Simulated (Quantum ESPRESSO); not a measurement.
# The states of the two spins in FeP, part 2 of 2

Wanted: the exchange-split electronic structure of FeP.

Quantum ESPRESSO 7.5; PBEsol; plane waves with GBRV 1.5 PBEsol potentials, no spin-orbit coupling.

So far: Set-up; The magnetic state.

## Step 3: Post-processing

Level of this step: PBEsol; plane waves with GBRV 1.5 PBEsol potentials, no spin-orbit coupling, projections on orthogonalised atomic orbitals (Quantum ESPRESSO).

projwfc.in reads:

```
&PROJWFC
  prefix = 'pwscf'
  outdir = './tmp'
  filpdos = 'pdos'
  ngauss = 0
  degauss = 0.01
  DeltaE = 0.05
  Emin = 6.93
  Emax = 20.93
/
```

Command:

```
$ OMP_NUM_THREADS=1 mpirun -n 4 projwfc.x -nk 4 -in projwfc.in > projwfc.out
```

Output:

```text
[banner, memory and clock lines left out]
Program PROJWFC v.7.5 starts

     [... lines left out ...]
     IMPORTANT: XC functional enforced from input :
     Exchange-correlation= PBESOL
                           (   1   4  10   8   0   0   0)
     Any further DFT definition will be discarded
     Please, verify this is what you really want

     G-vector sticks info

     Check: negative core charge=   -0.000036

     Gaussian broadening (read from input): ngauss,degauss=   0    0.010000

     Calling projwave ....

  Problem Sizes
  natomwfc =           68
  nbnd     =           59
  nkstot   =          250
  npwx     =         2720
  nkb      =          144

     Atomic states used for projection
     (read from pseudopotential files):

     state #   1: atom   1 (Fe1), wfc  1 (l=0 m= 1)
     state #   2: atom   1 (Fe1), wfc  2 (l=1 m= 1)
     state #   3: atom   1 (Fe1), wfc  2 (l=1 m= 2)
     state #   4: atom   1 (Fe1), wfc  2 (l=1 m= 3)
     state #   5: atom   1 (Fe1), wfc  3 (l=2 m= 1)
     state #   6: atom   1 (Fe1), wfc  3 (l=2 m= 2)
     state #   7: atom   1 (Fe1), wfc  3 (l=2 m= 3)
     state #   8: atom   1 (Fe1), wfc  3 (l=2 m= 4)
     state #   9: atom   1 (Fe1), wfc  3 (l=2 m= 5)
     state #  10: atom   1 (Fe1), wfc  4 (l=0 m= 1)
     state #  11: atom   1 (Fe1), wfc  5 (l=1 m= 1)
     state #  12: atom   1 (Fe1), wfc  5 (l=1 m= 2)
     state #  13: atom   1 (Fe1), wfc  5 (l=1 m= 3)
     state #  14: atom   2 (Fe2), wfc  1 (l=0 m= 1)
     state #  15: atom   2 (Fe2), wfc  2 (l=1 m= 1)
     state #  16: atom   2 (Fe2), wfc  2 (l=1 m= 2)
     state #  17: atom   2 (Fe2), wfc  2 (l=1 m= 3)
     state #  18: atom   2 (Fe2), wfc  3 (l=2 m= 1)
     state #  19: atom   2 (Fe2), wfc  3 (l=2 m= 2)
     state #  20: atom   2 (Fe2), wfc  3 (l=2 m= 3)
     state #  21: atom   2 (Fe2), wfc  3 (l=2 m= 4)
     state #  22: atom   2 (Fe2), wfc  3 (l=2 m= 5)
     state #  23: atom   2 (Fe2), wfc  4 (l=0 m= 1)
     state #  24: atom   2 (Fe2), wfc  5 (l=1 m= 1)
[...]
state #  37: atom   3 (Fe1), wfc  5 (l=1 m= 1)
     state #  38: atom   3 (Fe1), wfc  5 (l=1 m= 2)
     state #  39: atom   3 (Fe1), wfc  5 (l=1 m= 3)
     state #  40: atom   4 (Fe2), wfc  1 (l=0 m= 1)
     state #  41: atom   4 (Fe2), wfc  2 (l=1 m= 1)
     state #  42: atom   4 (Fe2), wfc  2 (l=1 m= 2)
     state #  43: atom   4 (Fe2), wfc  2 (l=1 m= 3)
     state #  44: atom   4 (Fe2), wfc  3 (l=2 m= 1)
     state #  45: atom   4 (Fe2), wfc  3 (l=2 m= 2)
     state #  46: atom   4 (Fe2), wfc  3 (l=2 m= 3)
     state #  47: atom   4 (Fe2), wfc  3 (l=2 m= 4)
     state #  48: atom   4 (Fe2), wfc  3 (l=2 m= 5)
     state #  49: atom   4 (Fe2), wfc  4 (l=0 m= 1)
     state #  50: atom   4 (Fe2), wfc  5 (l=1 m= 1)
     state #  51: atom   4 (Fe2), wfc  5 (l=1 m= 2)
     state #  52: atom   4 (Fe2), wfc  5 (l=1 m= 3)
     state #  53: atom   5 (P  ), wfc  1 (l=0 m= 1)
     state #  54: atom   5 (P  ), wfc  2 (l=1 m= 1)
     state #  55: atom   5 (P  ), wfc  2 (l=1 m= 2)
     state #  56: atom   5 (P  ), wfc  2 (l=1 m= 3)
     state #  57: atom   6 (P  ), wfc  1 (l=0 m= 1)
     state #  58: atom   6 (P  ), wfc  2 (l=1 m= 1)
     state #  59: atom   6 (P  ), wfc  2 (l=1 m= 2)
     state #  60: atom   6 (P  ), wfc  2 (l=1 m= 3)
     state #  61: atom   7 (P  ), wfc  1 (l=0 m= 1)
     state #  62: atom   7 (P  ), wfc  2 (l=1 m= 1)
     state #  63: atom   7 (P  ), wfc  2 (l=1 m= 2)
     state #  64: atom   7 (P  ), wfc  2 (l=1 m= 3)
     state #  65: atom   8 (P  ), wfc  1 (l=0 m= 1)
     state #  66: atom   8 (P  ), wfc  2 (l=1 m= 1)
     state #  67: atom   8 (P  ), wfc  2 (l=1 m= 2)
     state #  68: atom   8 (P  ), wfc  2 (l=1 m= 3)

 [... projections of the bands left out ...]

Lowdin Charges:

     Atom #   1: total charge =  16.6148, s =  2.4263, p =  7.4764, d =  6.7122,
                 spin up      =   8.6795, s =  1.2190,
                 spin up      =   8.6795, p =  3.7448, pz=  1.2594, px=  1.2550, py=  1.2304,
                 spin up      =   8.6795, d =  3.7157, dz2=  0.7575, dxz=  0.7464, dyz=  0.6976, dx2-y2=  0.7493, dxy=  0.7649,
                 spin down    =   7.9353, s =  1.2072,
                 spin down    =   7.9353, p =  3.7315, pz=  1.2550, px=  1.2479, py=  1.2286,
                 spin down    =   7.9353, d =  2.9965, dz2=  0.5752, dxz=  0.6786, dyz=  0.6148, dx2-y2=  0.4352, dxy=  0.6926,
                 polarization =   0.7443, s =  0.0118, p =  0.0133, d =  0.7192,
     Atom #   2: total charge =  16.6148, s =  2.4262, p =  7.4763, d =  6.7122,
                 spin up      =   7.9353, s =  1.2072,
                 spin up      =   7.9353, p =  3.7315, pz=  1.2550, px=  1.2479, py=  1.2286,
                 spin up      =   7.9353, d =  2.9966, dz2=  0.5752, dxz=  0.6787, dyz=  0.6148, dx2-y2=  0.4352, dxy=  0.6926,
                 spin down    =   8.6795, s =  1.2190,
                 spin down    =   8.6795, p =  3.7448, pz=  1.2594, px=  1.2550, py=  1.2304,
                 spin down    =   8.6795, d =  3.7156, dz2=  0.7575, dxz=  0.7464, dyz=  0.6976, dx2-y2=  0.7493, dxy=  0.7649,
                 polarization =  -0.7441, s = -0.0118, p = -0.0133, d = -0.7191,
     Atom #   3: total charge =  16.6148, s =  2.4263, p =  7.4764, d =  6.7122,
                 spin up      =   8.6795, s =  1.2190,
                 spin up      =   8.6795, p =  3.7448, pz=  1.2594, px=  1.2550, py=  1.2304,
                 spin up      =   8.6795, d =  3.7157, dz2=  0.7575, dxz=  0.7464, dyz=  0.6976, dx2-y2=  0.7493, dxy=  0.7649,
                 spin down    =   7.9353, s =  1.2072,
                 spin down    =   7.9353, p =  3.7315, pz=  1.2550, px=  1.2479, py=  1.2286,
                 spin down    =   7.9353, d =  2.9965, dz2=  0.5752, dxz=  0.6786, dyz=  0.6148, dx2-y2=  0.4352, dxy=  0.6926,
                 polarization =   0.7443, s =  0.0118, p =  0.0133, d =  0.7192,
     Atom #   4: total charge =  16.6148, s =  2.4262, p =  7.4763, d =  6.7122,
                 spin up      =   7.9353, s =  1.2072,
                 spin up      =   7.9353, p =  3.7315, pz=  1.2550, px=  1.2479, py=  1.2286,
                 spin up      =   7.9353, d =  2.9966, dz2=  0.5752, dxz=  0.6787, dyz=  0.6148, dx2-y2=  0.4352, dxy=  0.6926,
                 spin down    =   8.6795, s =  1.2190,
                 spin down    =   8.6795, p =  3.7448, pz=  1.2594, px=  1.2550, py=  1.2304,
                 spin down    =   8.6795, d =  3.7156, dz2=  0.7575, dxz=  0.7464, dyz=  0.6976, dx2-y2=  0.7493, dxy=  0.7649,
                 polarization =  -0.7441, s = -0.0118, p = -0.0133, d = -0.7191,
     Atom #   5: total charge =   4.1479, s =  1.1855, p =  2.9624, d =  0.0000,
                 spin up      =   2.0746, s =  0.5937,
                 spin up      =   2.0746, p =  1.4809, pz=  0.5053, px=  0.4911, py=  0.4845,
                 spin up      =   2.0746, d =  0.0000, dz2=  0.0000, dxz=  0.0000, dyz=  0.0000, dx2-y2=  0.0000, dxy=  0.0000,
                 spin down    =   2.0733, s =  0.5918,
                 spin down    =   2.0733, p =  1.4815, pz=  0.5036, px=  0.4889, py=  0.4890,
                 spin down    =   2.0733, d =  0.0000, dz2=  0.0000, dxz=  0.0000, dyz=  0.0000, dx2-y2=  0.0000, dxy=  0.0000,
                 polarization =   0.0013, s =  0.0019, p = -0.0006, d =  0.0000,
     Atom #   6: total charge =   4.1479, s =  1.1855, p =  2.9624, d =  0.0000,
                 spin up      =   2.0733, s =  0.5918,
                 spin up      =   2.0733, p =  1.4815, pz=  0.5036, px=  0.4889, py=  0.4890,
                 spin up      =   2.0733, d =  0.0000, dz2=  0.0000, dxz=  0.0000, dyz=  0.0000, dx2-y2=  0.0000, dxy=  0.0000,
                 spin down    =   2.0746, s =  0.5937,
                 spin down    =   2.0746, p =  1.4809, pz=  0.5053, px=  0.4911, py=  0.4845,
                 spin down    =   2.0746, d =  0.0000, dz2=  0.0000, dxz=  0.0000, dyz=  0.0000, dx2-y2=  0.0000, dxy=  0.0000,
                 polarization =  -0.0014, s = -0.0019, p =  0.0006, d =  0.0000,
     Atom #   7: total charge =   4.1479, s =  1.1855, p =  2.9624, d =  0.0000,
                 spin up      =   2.0746, s =  0.5937,
                 spin up      =   2.0746, p =  1.4809, pz=  0.5053, px=  0.4911, py=  0.4845,
                 spin up      =   2.0746, d =  0.0000, dz2=  0.0000, dxz=  0.0000, dyz=  0.0000, dx2-y2=  0.0000, dxy=  0.0000,
                 spin down    =   2.0733, s =  0.5918,
                 spin down    =   2.0733, p =  1.4815, pz=  0.5036, px=  0.4889, py=  0.4890,
                 spin down    =   2.0733, d =  0.0000, dz2=  0.0000, dxz=  0.0000, dyz=  0.0000, dx2-y2=  0.0000, dxy=  0.0000,
                 polarization =   0.0013, s =  0.0019, p = -0.0006, d =  0.0000,
     Atom #   8: total charge =   4.1479, s =  1.1855, p =  2.9624, d =  0.0000,
                 spin up      =   2.0733, s =  0.5918,
                 spin up      =   2.0733, p =  1.4815, pz=  0.5036, px=  0.4889, py=  0.4890,
                 spin up      =   2.0733, d =  0.0000, dz2=  0.0000, dxz=  0.0000, dyz=  0.0000, dx2-y2=  0.0000, dxy=  0.0000,
                 spin down    =   2.0746, s =  0.5937,
                 spin down    =   2.0746, p =  1.4809, pz=  0.5053, px=  0.4911, py=  0.4845,
                 spin down    =   2.0746, d =  0.0000, dz2=  0.0000, dxz=  0.0000, dyz=  0.0000, dx2-y2=  0.0000, dxy=  0.0000,
                 polarization =  -0.0014, s = -0.0019, p =  0.0006, d =  0.0000,
     Spilling Parameter:   0.0113
```

Wall time 6.5 s (4 MPI ranks of Intel Xeon Platinum 8488C (Sapphire Rapids), shared host); peak memory 0.46 GiB; 27 s of CPU time.

The density of states has structure finer than the step of the table below, so its rows give means over 0.5 eV, whole bins alone (the curve runs from -9.00 to 5.05 eV). Peaks (eV: height): up -3.20: 5.77, -1.75: 4.41, -0.60: 6.83, 2.10: 2.88; down -3.20: 5.77, -1.75: 4.41, -0.60: 6.83, 2.10: 2.88; Fe1 d up -3.20: 0.854, -1.75: 1.07, -0.65: 1.49, 1.15: 0.459; Fe1 d down -3.20: 0.64, -1.70: 0.805, -0.60: 1.65, 0.35: 1.07; Fe2 d up -3.20: 0.64, -1.70: 0.805, -0.60: 1.65, 0.35: 1.07.

Gaussian broadening of 0.136 eV on the SCF mesh. Table of density of states by energy, zero at the Fermi level; means over each step; 7 of 8 lines; values in states/eV/cell:

```
energy (eV)      up    down  Fe1 d up  Fe1 d down  Fe2 d up  Fe2 d down  P5 p up
       -8.5       0       0         0           0         0           0        0
       -8.0  0.0179  0.0179    4.8e-4      4.1e-4    4.1e-4      4.8e-4  0.00277
       -7.5   0.711   0.711    0.0224      0.0189    0.0189      0.0224    0.108
       -7.0    1.64    1.64    0.0550      0.0450    0.0450      0.0550    0.246
       -6.5    1.63    1.63    0.0692      0.0551    0.0551      0.0692    0.232
       -6.0    1.65    1.65    0.0913      0.0704    0.0704      0.0913    0.223
       -5.5    1.53    1.53    0.0998      0.0741    0.0741      0.0998    0.203
       -5.0    1.59    1.59     0.124      0.0888    0.0888       0.124    0.195
       -4.5    2.15    2.15     0.213       0.133     0.133       0.213    0.242
       -4.0    3.27    3.27     0.445       0.246     0.246       0.445    0.329
       -3.5    4.42    4.42     0.595       0.475     0.475       0.595    0.434
       -3.0    4.20    4.20     0.697       0.499     0.499       0.697    0.262
       -2.5    2.67    2.67     0.574       0.394     0.394       0.574   0.0940
       -2.0    3.82    3.82     0.994       0.590     0.590       0.994   0.0609
       -1.5    3.75    3.75     0.898       0.711     0.711       0.898   0.0426
       -1.0    4.09    4.09     0.989       0.852     0.853       0.989   0.0249
       -0.5    5.95    5.95      1.29        1.42      1.42        1.29   0.0396
        0.0    1.57    1.57     0.254       0.432     0.432       0.254   0.0234
        0.5    2.33    2.33     0.227       0.759     0.759       0.226   0.0453
        1.0    2.61    2.61     0.420       0.575     0.575       0.420   0.0834
        1.5    2.27    2.27     0.320       0.415     0.415       0.320    0.117
        2.0    2.57    2.57     0.306       0.414     0.414       0.306    0.175
        2.5    1.87    1.87     0.192       0.241     0.242       0.192    0.175
        3.0    2.57    2.57     0.219       0.316     0.316       0.219    0.249
        3.5    2.29    2.29     0.166       0.243     0.243       0.166    0.252
        4.0    2.05    2.05     0.138       0.199     0.199       0.138    0.254
        4.5   0.713   0.713    0.0445      0.0646    0.0646      0.0445   0.0917
```

## Step 4: Outcome

| Item | Value |
| --- | --- |
| state | antiferromagnetic |
| largest moment in a sphere | 0.686 μB |

In words: The most distinct maxima of the density of states (up) lie at -3.20, -1.75, -0.60, 2.10 and 3.05 eV, the highest at -0.603 eV. These are Kohn–Sham states without spin–orbit coupling, on the mesh of the self-consistent run. The moments are opposed on like sites, so the totals of the two spins are equal and the projections on single atoms show the splitting. Energies are free energies at an electronic temperature of 1160 K, which lowers moments and differences where the moments are itinerant.

[Logs and program files are shortened in this print: banners, set-up blocks, solver, clock and traceback lines can be left out without a mark of their own.]

[Logs are printed without paths, hosts, clocks, repeated set-up lines and the standing remarks that a program may print on its own settings, such as how far it seeks lower states.]

[Hosts, paths, dates, database ids (printed as entryN), source tags and the programs' standing remarks are cut or masked in the printed files.]

[Where a cell is said to come from a database of computed structures, the database is the Materials Project.]
